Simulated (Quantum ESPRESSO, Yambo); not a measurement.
## WSe2 (P6_3/mmc): G0W0 in Yambo against the bands

Aim: move the bands of a G0W0 run on WSe2 (P6_3/mmc) over a wide range.

Program: Yambo 5.3.0. Level of theory: PBE and many-body steps on it, plane waves. Results are calculated unless marked as measured.

Most raw output is cut from this account.

The database entry behind the starting cell differs from later determinations by our own check (a about 0.2 % long), so it need not match the best structure at ambient conditions.

## Step 1: The starting structure

The structure is hexagonal, space group P6_3/mmc (No. 194). Conventional cell: a = 3.290 Å, b = 3.290 Å, c = 12.970 Å, α = 90.00°, β = 90.00°, γ = 120.00°. Nearest to W lie 6 Se at 2.53 Å. Se has 3 W at 2.53 Å nearest. Farther neighbours and most contacts between anions are not listed.

Structure file:

```xyz
6
Lattice="3.2900 0.0000 0.0000 -1.6450 2.8492 0.0000 0.0000 0.0000 12.9700" Properties=species:S:1:pos:R:3 pbc="T T T"
W     0.0000    1.8995    3.2425
W     1.6450    0.9497    9.7275
Se    0.0000    1.8995    8.0544
Se    1.6450    0.9497    1.5694
Se    0.0000    1.8995   11.4006
Se    1.6450    0.9497    4.9156
```

The cell and positions come from the Crystallography Open Database and are kept as given unless a step says otherwise. Spin-orbit coupling is left out unless a step names it.

## Step 2: 75 bands

This step: Yambo 5.3.0; G0W0 on PBE, plane waves, norm-conserving pseudopotentials.

G0W0 replaces the xc potential by the self-energy, built once from these orbitals. Only a window of levels is corrected, while the sums run over the empty bands that the input names.

Input file gw1.in:

```
HF_and_locXC
gw0
dyson
ppa
em1d
rim_cut
RandQpts= 1000000
RandGvec= 1 RL
EXXRLvcs= 104 Ry
VXCRLvcs= 416 Ry
Chimod= "HARTREE"
% BndsRnXp
 1 | 75 |
%
NGsBlkXp= 6.5 Ry
% LongDrXp
 1 | 1 | 1 |
%
% GbndRnge
 1 | 75 |
%
DysSolver= "n"
ExtendOut
PPAPntXp= 27.21138 eV
% QPkrange
 1 | 1 | 61 | 64 |
 5 | 5 | 61 | 64 |
 7 | 7 | 61 | 64 |
%
```

On the command line:

```bash
$ OMP_NUM_THREADS=2 mpirun -n 4 yambo -F gw1.in -J gw1 -C gw1 > gw1.log
```

Run time: 72 s. Hardware: 4 MPI ranks of Arm Neoverse V2, shared host; peak memory 6.2 GiB.

This step gave:

- G0W0 gap on the points computed: 1.301 eV
- starting gap on the mesh: 0.9791 eV
- k of the valence top: 0, 0, 0
- k of the conduction bottom: 0.1667, 0.1667, 0
- least direct G0W0 gap on the computed points: 2.127 eV
- Z at the valence top: 0.7892
- Z at the conduction bottom: 0.8009

The gap on the mesh goes from 0.98 eV to 1.30 eV, a correction of +0.32 eV.

## Step 3: 91 bands

gw2.in, as its differences from gw1.in of step 2:

```diff
@@ -12,3 +12,3 @@
 % BndsRnXp
- 1 | 75 |
+ 1 | 91 |
 %
@@ -19,3 +19,3 @@
 % GbndRnge
- 1 | 75 |
+ 1 | 91 |
 %
```

On the command line:

```bash
$ OMP_NUM_THREADS=2 mpirun -n 4 yambo -F gw2.in -J gw2 -C gw2 > gw2.log
```

The job ended after 1.7 min (4 MPI ranks; peak memory 6.2 GiB; 12 min of CPU time).

This step gave:

| Property | Result |
| --- | --- |
| G0W0 gap on the points computed | 1.191 eV |
| starting gap on the mesh | 0.9791 eV |
| k of the valence top | 0, 0, 0 |
| k of the conduction bottom | 0.1667, 0.1667, 0 |
| least direct G0W0 gap on the computed points | 2.066 eV |
| Z at the valence top | 0.7991 |
| Z at the conduction bottom | 0.8073 |

Against the run before, the gap moves by −0.110 eV.

## Step 4: 121 bands

gw3.in, as its differences from gw2.in of step 3:

```diff
@@ -12,3 +12,3 @@
 % BndsRnXp
- 1 | 91 |
+ 1 | 121 |
 %
@@ -19,3 +19,3 @@
 % GbndRnge
- 1 | 91 |
+ 1 | 121 |
 %
```

On the command line:

```bash
$ OMP_NUM_THREADS=2 mpirun -n 4 yambo -F gw3.in -J gw3 -C gw3 > gw3.log
```

Wall time 2.8 min (4 MPI ranks); peak memory 6.2 GiB; 18 min of CPU time.

This step gave:

- G0W0 gap on the points computed: 1.171 eV
- starting gap on the mesh: 0.9791 eV
- k of the valence top: 0, 0, 0
- k of the conduction bottom: 0.1667, 0.1667, 0
- least direct G0W0 gap on the computed points: 2.038 eV

Against the run before, the gap moves by −0.020 eV.

## Step 5: 171 bands

gw4.in, as its differences from gw3.in of step 4:

```diff
@@ -12,3 +12,3 @@
 % BndsRnXp
- 1 | 121 |
+ 1 | 171 |
 %
@@ -19,3 +19,3 @@
 % GbndRnge
- 1 | 121 |
+ 1 | 171 |
 %
```

On the command line:

```bash
$ OMP_NUM_THREADS=2 mpirun -n 4 yambo -F gw4.in -J gw4 -C gw4 > gw4.log
```

Run time: 4.4 min. Hardware: 4 MPI ranks; peak memory 6.4 GiB.

This step gave:

* G0W0 gap on the points computed: 1.180 eV
* starting gap on the mesh: 0.9791 eV
* k of the valence top: 0, 0, 0
* k of the conduction bottom: 0.1667, 0.1667, 0
* least direct G0W0 gap on the computed points: 2.004 eV

Against the run before, the gap moves by +0.009 eV.

## Step 6: 230 bands

gw5.in, as its differences from gw4.in of step 5:

```diff
@@ -12,3 +12,3 @@
 % BndsRnXp
- 1 | 171 |
+ 1 | 230 |
 %
@@ -19,3 +19,3 @@
 % GbndRnge
- 1 | 171 |
+ 1 | 230 |
 %
```

On the command line:

```bash
$ OMP_NUM_THREADS=2 mpirun -n 4 yambo -F gw5.in -J gw5 -C gw5 > gw5.log
```

Elapsed: 6.5 min, on 4 MPI ranks; peak memory 6.2 GiB; 42 min of CPU time.

This step gave:

| Item | Value |
| --- | --- |
| G0W0 gap on the points computed | 1.195 eV |
| starting gap on the mesh | 0.9791 eV |
| k of the valence top | 0, 0, 0 |
| k of the conduction bottom | 0.1667, 0.1667, 0 |
| least direct G0W0 gap on the computed points | 1.978 eV |

Against the run before, the gap moves by +0.015 eV.

## Step 7: 297 bands

gw6.in, as its differences from gw5.in of step 6:

```diff
@@ -12,3 +12,3 @@
 % BndsRnXp
- 1 | 230 |
+ 1 | 297 |
 %
@@ -19,3 +19,3 @@
 % GbndRnge
- 1 | 230 |
+ 1 | 297 |
 %
```

On the command line:

```bash
$ OMP_NUM_THREADS=2 mpirun -n 4 yambo -F gw6.in -J gw6 -C gw6 > gw6.log
```

It took 9.1 min on 4 MPI ranks; peak memory 6.2 GiB.

This step gave:

| Item | Value |
| --- | --- |
| G0W0 gap on the points computed | 1.209 eV |
| starting gap on the mesh | 0.9791 eV |
| k of the valence top | 0, 0, 0 |
| k of the conduction bottom | 0.1667, 0.1667, 0 |
| least direct G0W0 gap on the computed points | 1.960 eV |

Against the run before, the gap moves by +0.014 eV.

## Step 8: The runs together

Times are wall times on 4 MPI ranks of Arm Neoverse V2, shared host, good to a factor of about two.

```csv
run,mesh,bands,screening cutoff (eV),DFT gap (eV),gap on the mesh (eV),direct (eV),time
75 bands,6×6×1,75,88.4,0.979,1.301,2.127,72 s
91 bands,6×6×1,91,88.4,0.979,1.191,2.066,1.7 min
121 bands,6×6×1,121,88.4,0.979,1.171,2.038,2.8 min
171 bands,6×6×1,171,88.4,0.979,1.180,2.004,4.4 min
230 bands,6×6×1,230,88.4,0.979,1.195,1.978,6.5 min
297 bands,6×6×1,297,88.4,0.979,1.209,1.960,9.1 min
```

## Step 9: Summary of results

```json
{
  "75 bands": "1.301 eV",
  "91 bands": "1.191 eV",
  "121 bands": "1.171 eV",
  "171 bands": "1.180 eV",
  "230 bands": "1.195 eV",
  "297 bands": "1.209 eV",
  "known limits": "not at the basis limit; no spin-orbit coupling; coarse k mesh"
}
```

In words: The setting moved: bands. From 75 bands to 297 bands the gap moves by −0.09 eV, for 7.6 times the time, not steadily: it passes through 1.17 eV. The last step still moves it by +0.014 eV. Bands and screening cutoff are coupled, so a series along one setting does not show full convergence. Bands and cutoff are finite, so the gap is not at the basis limit. The miss can reach some tenths of an eV and take either sign; the mesh is an error of its own. In the G0W0 runs levels were corrected at 3 k points alone, so a gap called «on the mesh» is the least over those, and an edge elsewhere would be missed. The 6×6×1 mesh is coarse for this cell, which bears on the long-range parts of exchange and screening. The many-body steps are scalar-relativistic: spin-orbit coupling is not in them.

[Paths, hosts, dates, memory and timing lines, banners, echoed tables and standing remarks are left out of the program output.]

[Logs are printed without paths, hosts, clocks, repeated set-up lines and the standing remarks that a program may print on its own settings, such as how far it seeks lower states.]

[Runs of the session that timed out or met a known fault of the program may be left out.]

[Hosts, paths, dates, database ids (printed as entryN), source tags and the programs' standing remarks are cut or masked in the printed files.]
